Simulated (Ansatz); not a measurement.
# O on Ta(110): change of the work function, part 2 of 2

Aim: the work function of Ta(110) at several coverages of O (hollow site), and the dipole that each adsorbate carries.

Ansatz 0.2.0; plane-wave DFT, PBE, Ansatz PAW (set soft_1); PAW set soft_1.

So far, work function, upper face (eV): step 2 (the clean slab) 4.76; step 3 (37 atoms, coverage 0.111 ML, cell 3x3) 4.61; step 4 (17 atoms, coverage 0.25 ML, cell 2x2) 4.46.

### Step 5. The covered slab, k-mesh 6×6×1, coverage 0.5 ML

System of this step: Ta8O (O/Ta(110)). The cell holds 18 atoms: 16 Ta and 2 O. Its edges and angles: a = 5.733 Å, b = 5.733 Å, c = 26.770 Å, α = 90.0°, β = 90.0°, γ = 70.5°. Vacuum lies along c.

Input file input.yaml:

```yaml
crystal:
  lattice:
    - [4.6810468914, -3.31, 0.0]
    - [4.6810468914, 3.31, 0.0]
    - [0.0, 0.0, 26.7703697879]
  atoms:
    - { symbol: Ta, position: [0.0, 0.0, 0.3361925917] }
    - { symbol: Ta, position: [0.25, 0.25, 0.4236222188] }
    - { symbol: Ta, position: [0.0, 0.0, 0.511153124] }
    - { symbol: Ta, position: [0.25, 0.25, 0.595174877] }
    - { symbol: Ta, position: [0.0, 0.5, 0.3361925917] }
    - { symbol: Ta, position: [0.25, 0.75, 0.4236222188] }
    - { symbol: Ta, position: [0.0, 0.5, 0.511153124] }
    - { symbol: Ta, position: [0.25, 0.75, 0.595174877] }
    - { symbol: Ta, position: [0.5, 0.0, 0.3361925917] }
    - { symbol: Ta, position: [0.75, 0.25, 0.4236222188] }
    - { symbol: Ta, position: [0.5, 0.0, 0.511153124] }
    - { symbol: Ta, position: [0.75, 0.25, 0.595174877] }
    - { symbol: Ta, position: [0.5, 0.5, 0.3361925917] }
    - { symbol: Ta, position: [0.75, 0.75, 0.4236222188] }
    - { symbol: Ta, position: [0.5, 0.5, 0.511153124] }
    - { symbol: Ta, position: [0.75, 0.75, 0.595174877] }
    - { symbol: O, position: [0.42, 0.42, 0.6638074083] }
    - { symbol: O, position: [0.92, 0.42, 0.6638074083] }
kpoints:
  mp_grid: { grid: [6, 6, 1] }
hamiltonian:
  xc: pbe
  pseudopotentials: { kind: paw, azcp: { folder: soft_1 } }
scf:
  occupations: { method: fermi_dirac, width: 0.1 }
  convergence: { dr2_threshold: 1.0e-08 }
efield:
  axis: 3
  dipole_correction: true
  ramp_position: 0.97
  ramp_width: 0.06
relax:
  f_tol: 0.02
  max_steps: 60
  constraints: [{ sites: [0, 1, 4, 5, 8, 9, 12, 13] }]
output:
  dos: { projected: true, e_range: [-8, 4] }
  write_potential: true
  write_density: true
  volumetric_format: npy
  elf: true
```

Command:

```bash
$ ansatz run input.yaml --threads 4 --pin off --max-ram 16384MiB --backend cpu --events-out ev --progress --plain --runs-dir out
```

Elapsed: 9.9 min, on 4 threads of Arm Neoverse V1, shared host; peak memory 3.5 GiB; 39 min of CPU time.

Relaxation path:

```
step  energy less that of the first step (eV)  largest force component (eV/Å)
   1                                   0.0000                          5.4543
   2                                  -3.2426                          4.3655
   3                                  -4.8957                          1.5673
   4                                  -5.3890                          0.5462
   5                                  -5.4471                          0.2496
   6                                  -5.4739                          0.1002
   7                                  -5.4759                          0.0264
   8                                  -5.4761                          0.0137
```

The run keeps the 2 symmetry operations that it works with, so distortions that break them were not tested.

The atoms that moved most (Å):

```
atom      dx      dy      dz  length
 O18  -0.025   0.075  -0.650   0.655
 O17  -0.025   0.075  -0.650   0.655
Ta12  -0.227   0.042   0.116   0.258
 Ta4  -0.227   0.042   0.116   0.258
Ta16  -0.094  -0.060   0.034   0.116
 Ta8  -0.094  -0.060   0.034   0.116
 Ta7  -0.043   0.002  -0.026   0.051
Ta15  -0.043   0.002  -0.026   0.051
```

Final coordinates:

```
Ta O
1.0
     4.68105   -3.31000    0.00000
     4.68105    3.31000    0.00000
     0.00000    0.00000   26.77037
Ta O
16 2
Direct
  0.00000 0.00000 0.33619
  0.25000 0.25000 0.42362
  0.99509 0.99691 0.51195
  0.21941 0.23210 0.59950
  0.00000 0.50000 0.33619
  0.25000 0.75000 0.42362
  0.99505 0.49570 0.51017
  0.24896 0.73093 0.59644
  0.50000 0.00000 0.33619
  0.75000 0.25000 0.42362
  0.49509 0.99691 0.51195
  0.71941 0.23210 0.59950
  0.50000 0.50000 0.33619
  0.75000 0.75000 0.42362
  0.49505 0.49570 0.51017
  0.74896 0.73093 0.59644
  0.40599 0.42859 0.63953
  0.90599 0.42859 0.63953
```

The relaxation took 8 steps and lowered the energy by 5.5 eV; the largest force on the free atoms ends at 0.014 eV/Å.

The covered face has 4.77 eV, +0.00 eV against the clean one; the bare back face has moved by -0.03 eV, a measure of how thin the slab is.

### Step 6. The covered slab, k-mesh 12×12×1, coverage 1 ML

System of this step: Ta4O (O/Ta(110)). The cell holds 5 atoms: 4 Ta and 1 O. Its edges and angles: a = 2.867 Å, b = 2.867 Å, c = 26.770 Å, α = 90.0°, β = 90.0°, γ = 70.5°. Vacuum lies along c.

input.yaml, the sections that differ from step 5:

```yaml
crystal:
  lattice:
    - [2.3405234457, -1.655, 0.0]
    - [2.3405234457, 1.655, 0.0]
    - [0.0, 0.0, 26.7703697879]
  atoms:
    - { symbol: Ta, position: [0.0, 0.0, 0.3361925917] }
    - { symbol: Ta, position: [0.5, 0.5, 0.4236222188] }
    - { symbol: Ta, position: [0.0, 0.0, 0.511153124] }
    - { symbol: Ta, position: [0.5, 0.5, 0.595174877] }
    - { symbol: O, position: [0.84, 0.84, 0.6638074083] }
kpoints:
  mp_grid: { grid: [12, 12, 1] }
relax:
  f_tol: 0.02
  max_steps: 60
  constraints: [{ sites: [0, 1] }]
output:
  write_potential: true
  write_density: true
  volumetric_format: npy
# hamiltonian, scf, efield: as in step 5
```

It took 58 s on 4 threads; peak memory 0.61 GiB; 3.8 min of CPU time.

The steps of the relaxation:

| step | energy less that of the first step (eV) | largest force component (eV/Å) |
| --- | --- | --- |
| 1 | 0.0000 | 5.8567 |
| 2 | -2.0308 | 4.4891 |
| 3 | -2.7379 | 1.2486 |
| 4 | -2.8699 | 0.7602 |
| 5 | -2.9343 | 0.3834 |
| 6 | -2.9501 | 0.3347 |
| 7 | -2.9582 | 0.1749 |
| 8 | -2.9629 | 0.0190 |

Forces are held to the 2 operations that the run works with; a distortion that breaks them can't arise in this run.

The atoms that moved most (Å):

```csv
atom,dx,dy,dz,length
O5,-0.150,0.000,-0.625,0.643
Ta4,-0.329,0.000,0.130,0.353
Ta3,-0.069,0.000,-0.001,0.069
```

Final coordinates:

```xyz
5
Lattice="2.3405 -1.6550 0.0000 2.3405 1.6550 0.0000 0.0000 0.0000 26.7704" Properties=species:S:1:pos:R:3
Ta    0.0000    0.0000    9.0000
Ta    2.3405    0.0000   11.3405
Ta   -0.0685    0.0000   13.6832
Ta    2.0119    0.0000   16.0632
O     3.7819    0.0000   17.1449
```

The relaxation took 8 steps and lowered the energy by 3.0 eV; the largest force on the free atoms ends at 0.019 eV/Å.

The covered face has 5.68 eV, +0.91 eV against the clean one; the bare back face has moved by -0.01 eV, a measure of how thin the slab is.

### Step 7. Work function against coverage

This step: plane-wave DFT, PBE, Ansatz PAW (set soft_1); work function against coverage; PAW set soft_1 (Ansatz 0.2.0).

The runs are now put side by side.

This step gave:

- work function of the clean face: 4.764 eV
- largest change of the work function: 0.9138 eV

The work function of the covered face by coverage:

```csv
coverage (adsorbates/nm²),work function of the covered face (eV)
0.00,4.76
1.43,4.61
3.23,4.46
6.45,4.77
12.91,5.68
```

The dipole per adsorbate comes from the change of the cell's dipole. Coverage, by row:

```csv
coverage (1/nm²),coverage (ML),work function (eV),change (eV),"dipole per adsorbate, positive end outwards (debye)",mean height of the added atoms over the highest substrate atom (Å)
1.434,0.1111,4.613,-0.1515,0.242,1.065
3.227,0.25,4.461,-0.3028,0.223,1.111
6.454,0.5,4.769,0.004398,-0.015,1.072
12.91,1,5.678,0.9138,-0.191,1.082
```

### Step 8. What came out

| Item | Value |
| --- | --- |
| work function of the clean face | 4.76 eV |
| work function at 0.11 ML | 4.61 eV |
| work function at 0.25 ML | 4.46 eV |
| work function at 0.5 ML | 4.77 eV |
| work function at 1 ML | 5.68 eV |
| dipole per adsorbate at 0.11 ML, positive end outwards | 0.24 D |

O lowers the work function of Ta(110) at the lowest coverage, by 0.15 eV: the adsorbate layer has its positive end outwards. The work function passes a minimum near 0.25 ML among the coverages run and rises again. The change reverses its sign between the lowest and the highest coverage, while the adsorbate's height goes from 1.1 to 1.1 Å. The slab has 4 layers, at the tabulated experimental lattice constant, one starting site was run, and quantum-size effects of a slab this thin can reach one or two tenths of an eV.

[Logs are printed without paths, hosts, clocks, repeated set-up lines and the standing remarks that a program may print on its own settings, such as how far it seeks lower states.]

[Hosts, paths, dates, database ids (printed as entryN), source tags and the programs' standing remarks are cut or masked in the printed files.]

[Maps of the electrostatic potential energy from Ansatz leave out the sawtooth potential of an applied field or a dipole correction, so their vacuum need not be flat; planar profiles and work functions include it.]
